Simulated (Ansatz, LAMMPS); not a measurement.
## Molecular dynamics of amorphous Hg30S21Se9 (60 atoms)

How do the atoms of amorphous Hg30S21Se9 (60 atoms) move, and what local order do they keep?

Method: Kohn-Sham DFT, LDA, PAW (set soft_2), plane waves, in Ansatz 0.2.0.

### Step 1. Starting point

The cell holds 60 atoms: 30 Hg, 21 S and 9 Se. Its edges and angles: a = 11.895 Å, b = 11.895 Å, c = 11.895 Å, α = 90.0°, β = 90.0°, γ = 90.0°. 60 atoms (30 Hg, 21 S, 9 Se) placed at random at 7.3 g/cm³, melted at 2500 K for 10 ps at fixed volume with the Stillinger-Weber II-VI potential (Zhou et al., Phys. Rev. B 88, 085309 (2013)). Quenched from 2500 K to 300 K at 3 K/ps and fixed volume, held 5 ps, then minimised at fixed cell.

What the set-up can't give: The quench rate of 3 K/ps is many orders above laboratory rates, so the cell is likely richer in defects and strain than a real sample. The starting topology of bonds comes from the classical model, and needn't be the one that DFT or experiment would give. The Brillouin zone is sampled at Γ only, in a cell whose shortest periodic width is 12 Å. No spin–orbit coupling is included, so levels derived from the heavy atoms are approximate.

### Step 2. Dynamics started at 400 K

Without a thermostat the total energy must stay constant, which tests forces and time step. The time step is 2.0 fs.

Contents of input.yaml:

```yaml
crystal:
  lattice:
    - [11.8949, 0.0, 0.0]
    - [0.0, 11.8949, 0.0]
    - [0.0, 0.0, 11.8949]
  atoms:
    - { symbol: Hg, position: [0.57487, 0.70301, 0.55582] }
    - { symbol: Hg, position: [0.74074, 0.44256, 0.42408] }
    - { symbol: Hg, position: [0.07557, 0.43817, 0.54562] }
    - { symbol: Hg, position: [0.92845, 0.72315, 0.39652] }
    [... 50 atom lines left out ...]
    - { symbol: Se, position: [0.13352, 0.74903, 0.31968] }
    - { symbol: Se, position: [0.66567, 0.4463, 0.88924] }
    - { symbol: Se, position: [0.72244, 0.72025, 0.03904] }
    - { symbol: Se, position: [0.03203, 0.54468, 0.06097] }
    - { symbol: Se, position: [0.14045, 0.17496, 0.07834] }
    - { symbol: Se, position: [0.89197, 0.5577, 0.53816] }
kpoints:
  mp_grid: { grid: [1, 1, 1] }
hamiltonian:
  xc: lda
scf:
  occupations: { method: fermi_dirac, width: 0.025 }
output:
  forces: true
md:
  timestep: 2.0
  n_steps: 54
  ensemble: nve
  temperature: 400
  initial_velocities: maxwell_boltzmann
  seed: 1719
```

Launch:

```sh
$ ansatz run input.yaml --threads 4 --pin off --max-ram 8192MiB --backend cpu --events-out ev --progress --plain --runs-dir out
```

Run time: 6.2 min. Hardware: 4 threads of Intel Xeon 6975P-C (Granite Rapids), shared host; peak memory 2.6 GiB.

The program notes that it switched symmetry off.

The trajectory, sampled:

| time (fs) | T (K) | potential (meV/atom) | conserved (meV/atom) |
| --- | --- | --- | --- |
| 0.0 | 400 | 0.0 | 0.00 |
| 8.0 | 406 | -0.8 | 0.00 |
| 14.0 | 412 | -1.5 | 0.00 |
| 22.0 | 427 | -3.5 | 0.01 |
| 28.0 | 451 | -6.5 | 0.01 |
| 36.0 | 506 | -13.4 | 0.01 |
| 44.0 | 593 | -24.6 | 0.01 |
| 50.0 | 673 | -34.8 | -0.05 |
| 58.0 | 685 | -36.4 | -0.24 |
| 64.0 | 589 | -23.8 | 0.20 |
| 72.0 | 760 | -46.1 | -0.26 |
| 80.0 | 773 | -47.5 | -0.10 |
| 86.0 | 708 | -39.1 | 0.03 |
| 94.0 | 735 | -42.6 | -0.03 |
| 100.0 | 795 | -50.3 | -0.10 |
| 108.0 | 766 | -46.6 | -0.12 |

Mean square displacement from the first frame to the last: Hg 0.049 Å², S 0.22 Å², Se 0.12 Å².

Table of mean square displacement by time lag:

```csv
time lag (fs),Hg (Å²),S (Å²),Se (Å²)
2.0,2.2e-5,2.8e-4,5.8e-5
4.0,8.8e-5,0.00113,2.3e-4
6.0,2.0e-4,0.00254,5.2e-4
8.0,3.5e-4,0.00450,9.3e-4
12.0,7.8e-4,0.00996,0.00208
14.0,0.00106,0.0134,0.00282
16.0,0.00138,0.0173,0.00367
18.0,0.00174,0.0216,0.00462
20.0,0.00214,0.0263,0.00569
22.0,0.00258,0.0313,0.00685
24.0,0.00306,0.0367,0.00812
30.0,0.00472,0.0542,0.0125
32.0,0.00534,0.0605,0.0141
34.0,0.00600,0.0668,0.0159
36.0,0.00670,0.0732,0.0177
38.0,0.00743,0.0797,0.0196
40.0,0.00819,0.0861,0.0216
42.0,0.00899,0.0925,0.0236
46.0,0.0107,0.105,0.0280
48.0,0.0116,0.111,0.0302
50.0,0.0125,0.117,0.0326
54.0,0.0144,0.129,0.0375
```

Over the second half of 108 fs the temperature averages 727 K, rising from about 650 to 784 K (means over the first and last quarter of that half). The conserved energy stays within 0.26 meV/atom. From first frame to last S has the largest mean square displacement, 0.22 Å² at the end; the farthest move is 0.80 Å. The mean temperature of 727 K lies well off the 400 K of the input: without a thermostat, the energy that the start releases heats the cell. The run spans 0.11 ps, too short for its means to be equilibrium values.

### Step 3. Structure statistics late in the run

The g(r) is a mean over the second half; what follows it is taken at the last frame.

Density 7.30 g/cm³, 28.05 Å³ an atom.

Mean of 15 frames. Pair distribution functions g(r), in bins of 0.2 Å:

| r (Å) | total | Hg-Hg | Hg-S | Hg-Se | S-S | S-Se | Se-Se |
| --- | --- | --- | --- | --- | --- | --- | --- |
| 1.70 | 0.02 | 0.00 | 0.00 | 0.00 | 0.20 | 0.00 | 0.00 |
| 1.90 | 0.08 | 0.00 | 0.00 | 0.00 | 0.62 | 0.00 | 0.00 |
| 2.10 | 0.06 | 0.00 | 0.09 | 0.00 | 0.23 | 0.00 | 0.00 |
| 2.30 | 0.78 | 0.00 | 2.10 | 0.00 | 0.31 | 0.00 | 0.00 |
| 2.50 | 2.37 | 0.00 | 4.62 | 4.83 | 0.26 | 0.00 | 0.00 |
| 2.70 | 1.54 | 0.00 | 2.72 | 3.74 | 0.19 | 0.00 | 0.00 |
| 2.90 | 0.67 | 0.22 | 1.05 | 1.55 | 0.08 | 0.00 | 0.25 |
| 3.10 | 0.53 | 0.46 | 0.47 | 1.14 | 0.33 | 0.00 | 1.49 |
| 3.30 | 0.46 | 0.93 | 0.12 | 0.28 | 0.97 | 0.00 | 1.01 |
| 3.50 | 0.71 | 1.33 | 0.30 | 0.41 | 1.28 | 0.00 | 2.15 |
| 3.70 | 0.74 | 1.05 | 0.50 | 0.44 | 1.17 | 0.39 | 2.25 |
| 3.90 | 1.10 | 1.50 | 0.53 | 0.82 | 2.09 | 1.29 | 1.09 |
| 4.10 | 1.57 | 2.29 | 0.72 | 1.08 | 2.07 | 2.67 | 2.24 |
| 4.30 | 1.72 | 2.37 | 1.06 | 0.70 | 2.33 | 2.44 | 4.91 |
| 4.50 | 1.22 | 1.42 | 1.14 | 0.61 | 1.48 | 1.69 | 0.84 |
| 4.70 | 1.04 | 0.90 | 1.21 | 1.02 | 0.86 | 1.17 | 0.76 |
| 4.90 | 0.94 | 0.62 | 1.15 | 1.17 | 0.80 | 1.01 | 0.00 |
| 5.10 | 0.84 | 0.80 | 1.07 | 0.76 | 0.64 | 0.65 | 0.21 |
| 5.30 | 0.88 | 0.75 | 0.91 | 1.37 | 0.83 | 0.52 | 0.40 |
| 5.50 | 0.76 | 0.42 | 0.92 | 1.30 | 0.60 | 0.52 | 0.33 |
| 5.70 | 0.84 | 0.61 | 1.06 | 0.87 | 0.85 | 0.68 | 0.74 |

Bonds by pair of elements; cutoffs follow the first minimum of g(r), held within bounds set by covalent radii, and pairs that aren't listed don't count as bonded:

```csv
pair A-B,cutoff (Å),bonds,mean length (Å),spread (Å),shortest (Å),B about A,A about B
Hg-S,3.15,67,2.59,0.19,2.29,2.23,3.19
Hg-Se,2.98,28,2.63,0.139,2.42,0.933,3.11
S-S,2.37,2,2.06,0.147,1.92,0.19,0.19
```

The cutoff for Hg-Se falls short of the minimum of g(r), so counts run low and odd coordinations can be artefacts.

How many atoms have how many bonded neighbours:

| element | mean | 2 | 3 | 4 |
| --- | --- | --- | --- | --- |
| Hg | 3.17 | 3 | 19 | 8 |
| S | 3.38 | 3 | 7 | 11 |
| Se | 3.11 | 1 | 6 | 2 |

Bond angles, per cent of each kind in bins of 5°:

| angle (°) | Hg-S-Hg | S-Hg-S | S-Hg-Se | Hg-Se-Hg |
| --- | --- | --- | --- | --- |
| 70–75 | 1.2 | 1.9 | 0.0 | 0.0 |
| 75–80 | 3.7 | 3.8 | 0.0 | 0.0 |
| 80–85 | 4.9 | 0.0 | 2.1 | 3.2 |
| 85–90 | 6.2 | 5.7 | 6.4 | 3.2 |
| 90–95 | 6.2 | 13.2 | 2.1 | 6.5 |
| 95–100 | 8.6 | 5.7 | 6.4 | 12.9 |
| 100–105 | 12.3 | 9.4 | 17.0 | 29.0 |
| 105–110 | 12.3 | 13.2 | 10.6 | 22.6 |
| 110–115 | 17.3 | 7.5 | 8.5 | 3.2 |
| 115–120 | 7.4 | 11.3 | 17.0 | 9.7 |
| 120–125 | 4.9 | 11.3 | 4.3 | 3.2 |
| 125–130 | 1.2 | 7.5 | 12.8 | 3.2 |
| 130–135 | 3.7 | 3.8 | 6.4 | 3.2 |
| 135–140 | 2.5 | 3.8 | 0.0 | 0.0 |
| 140–145 | 2.5 | 0.0 | 2.1 | 0.0 |
| 145–150 | 1.2 | 0.0 | 0.0 | 0.0 |
| 150–155 | 0.0 | 1.9 | 4.3 | 0.0 |
| 155–160 | 3.7 | 0.0 | 0.0 | 0.0 |

Bond angles (no mean is given where the spread exceeds 20°):

```csv
angle,count,mean (°),spread (°)
Hg-S-Hg,81,108,18.7
S-Hg-S,53,109,16.5
S-Hg-Se,47,113,15.7
Hg-Se-Hg,31,105,10.8
Hg-S-S,9,99.9,7.7
```

Bond length by coordination (bonds to H left out):

```csv
element,coordination,atoms,mean bond length (Å)
Hg,2,3,2.56
Hg,3,19,2.59
Hg,4,8,2.64
S,2,3,2.39
S,3,7,2.55
S,4,11,2.59
Se,2,1,2.45
Se,3,6,2.62
Se,4,2,2.70
```

Rings of the network by King's shortest-path rule, up to 12 atoms, one path for each pair of neighbours; H, halogens, alkali and alkaline-earth atoms are left out, and the last column divides by all other atoms, bonded or not:

```
ring size (atoms)  rings  per network atom
                4      2             0.033
                5      3              0.05
                6     16             0.267
                7      3              0.05
                8     23             0.383
                9      6               0.1
               10     21              0.35
               12      1             0.017
```

Rings of 8 atoms are the most common (31 % of those counted); sizes run from 4 to 12, where the search stops.

### Step 4. Single point at the last frame

The last frame is solved again with fuller output, to read the electronic structure of a thermally displaced geometry.

Contents of input.yaml:

```yaml
crystal:
  lattice:
    - [11.8949, 0.0, 0.0]
    - [0.0, 11.8949, 0.0]
    - [0.0, 0.0, 11.8949]
  atoms:
    - { symbol: Hg, position: [0.5687, 0.70072, 0.56406] }
    - { symbol: Hg, position: [0.75798, 0.45736, 0.41958] }
    - { symbol: Hg, position: [0.08674, 0.42841, 0.55674] }
    - { symbol: Hg, position: [0.9343, 0.7213, 0.39642] }
    [... 50 atom lines left out ...]
    - { symbol: Se, position: [0.13176, 0.75937, 0.32187] }
    - { symbol: Se, position: [0.66542, 0.40616, 0.92474] }
    - { symbol: Se, position: [0.71326, 0.73746, 0.05597] }
    - { symbol: Se, position: [0.01626, 0.54864, 0.06411] }
    - { symbol: Se, position: [0.12221, 0.20265, 0.106] }
    - { symbol: Se, position: [0.89354, 0.57052, 0.53892] }
kpoints:
  mp_grid: { grid: [1, 1, 1] }
hamiltonian:
  xc: lda
scf:
  occupations: { method: fermi_dirac, width: 0.025 }
output:
  forces: true
  stress: true
  populations: true
  dos:
    method: { smearing: { sigma: 0.15 } }
    de: 0.1
    projected: { site_lists: { Hg: [Hg], S: [S], Se: [Se] } }
  eigenvalues: true
  write_density: true
  write_potential: true
  volumetric_format: npy
  elf: true
```

Elapsed: 21 s, on 4 threads; peak memory 2.4 GiB.

Numbers from this run:

```
free energy                             : -472373.2292 eV
free energy per atom                    : -7872.8872 eV/atom
SCF cycles                              : 16
pressure                                : -1.344 GPa
r.m.s. force component                  : 0.5639 eV/Å
longest force                           : 2.394 eV/Å
Fermi energy                            : 7.555 eV
levels partly filled by over 2 per cent : 2
spilling of the projection              : 0.008016
```

Length of the force by element:

```
element  coordination  atoms  mean length of the force (eV/Å)  spread  least  most
     Hg           all     30                            0.707   0.370  0.241  1.66
      S           all     21                             1.16   0.529  0.388  2.39
     Se           all      9                            0.621   0.284  0.151  1.01
```

States in the cell by windows of 1 eV, zero at the Fermi level; the larger projections on atomic orbitals stand beside the total:

| from (eV) | to (eV) | total | Hg d | S p | Hg s | Se p | S s |
| --- | --- | --- | --- | --- | --- | --- | --- |
| -14 | -13 | 25.8 | 1.7 | 0.1 | 2.4 | 0.1 | 11.5 |
| -13 | -12 | 21.9 | 1.6 | 0.2 | 1.2 | 0.1 | 14.1 |
| -12 | -11 | 7.0 | 0.5 | 0.5 | 0.3 | 0.0 | 5.6 |
| -11 | -9 | 0.0 | 0.0 | 0.0 | 0.0 | 0.0 | 0.0 |
| -9 | -8 | 5.5 | 4.0 | 1.1 | 0.2 | 0.1 | 0.0 |
| -8 | -7 | 118.8 | 101.2 | 9.5 | 2.9 | 4.0 | 0.5 |
| -7 | -6 | 171.1 | 160.2 | 4.3 | 2.5 | 1.7 | 1.5 |
| -6 | -5 | 26.7 | 11.2 | 5.7 | 6.6 | 1.9 | 0.8 |
| -5 | -4 | 30.8 | 5.9 | 8.9 | 9.4 | 4.4 | 1.4 |
| -4 | -3 | 23.7 | 2.6 | 11.1 | 3.8 | 4.6 | 0.7 |
| -3 | -2 | 37.5 | 3.4 | 20.6 | 1.6 | 9.7 | 0.3 |
| -2 | -1 | 45.1 | 4.1 | 26.1 | 1.5 | 11.0 | 0.3 |
| -1 | 0 | 20.5 | 1.3 | 11.1 | 1.8 | 4.8 | 0.2 |
| 0 | 1 | 17.6 | 0.5 | 5.5 | 5.5 | 3.2 | 0.3 |
| 1 | 2 | 24.2 | 0.5 | 6.8 | 8.7 | 3.2 | 0.5 |
| 2 | 3 | 20.2 | 0.3 | 5.8 | 6.1 | 1.9 | 0.4 |
| 3 | 4 | 24.9 | 0.1 | 2.2 | 2.0 | 0.9 | 0.1 |
| 4 | 5 | 30.5 | 0.1 | 1.5 | 1.1 | 0.6 | 0.1 |

Between -26 and -14 eV lie 5 more states.

The stored curve holds about 540 of the 870 electrons; the rest, give or take the few that broadening carries across the Fermi level, lie in deeper levels below its range.

The levels nearest the highest filled one (over half full), pooled over k-points and spins:

```
level less the highest filled one (eV)  occupation
                                -0.678           2
                                -0.598           2
                                -0.524           2
                                -0.212           2
                                -0.173           2
                                     0        1.59
                                0.0686       0.404
                                 0.196       0.003
                                 0.347           0
                                 0.457           0
                                 0.607           0
                                 0.703           0
```

Within 0.4 eV of the Fermi level the largest share is S p (46 % of the projected weight).

### Step 5. What came out

| Item | Value |
| --- | --- |
| mean temperature, second half | 726.5 K |
| temperature swing, second half | 61.11 K |
| slope of the conserved energy against time, by least squares | -1.031 meV/atom/ps |
| free energy per atom | -7872.8872 eV/atom |
| pressure | -1.344 GPa |
| r.m.s. force component | 0.5639 eV/Å |
| wall time of the 2 DFT runs | 6.6 min |

In words: Over the second half of 108 fs the temperature averages 727 K, rising from about 650 to 784 K (means over the first and last quarter of that half). The conserved energy stays within 0.26 meV/atom. The mean temperature of 727 K lies well off the 400 K of the input: without a thermostat, the energy that the start releases heats the cell. The run spans 0.11 ps, too short for its means to be equilibrium values. Counting bands leaves a spacing of only 0.069 eV (at Γ alone), which the smearing bridges: 2 levels are partly filled by over 2 %, so a gap, if any, is small at this level.

What to keep in mind: The pressure of a single frame lacks the kinetic term, about 0.36 GPa here.

[Logs are printed without paths, hosts, clocks, repeated set-up lines and the standing remarks that a program may print on its own settings, such as how far it seeks lower states.]

[Hosts, paths, dates, database ids (printed as entryN), source tags and the programs' standing remarks are cut or masked in the printed files.]
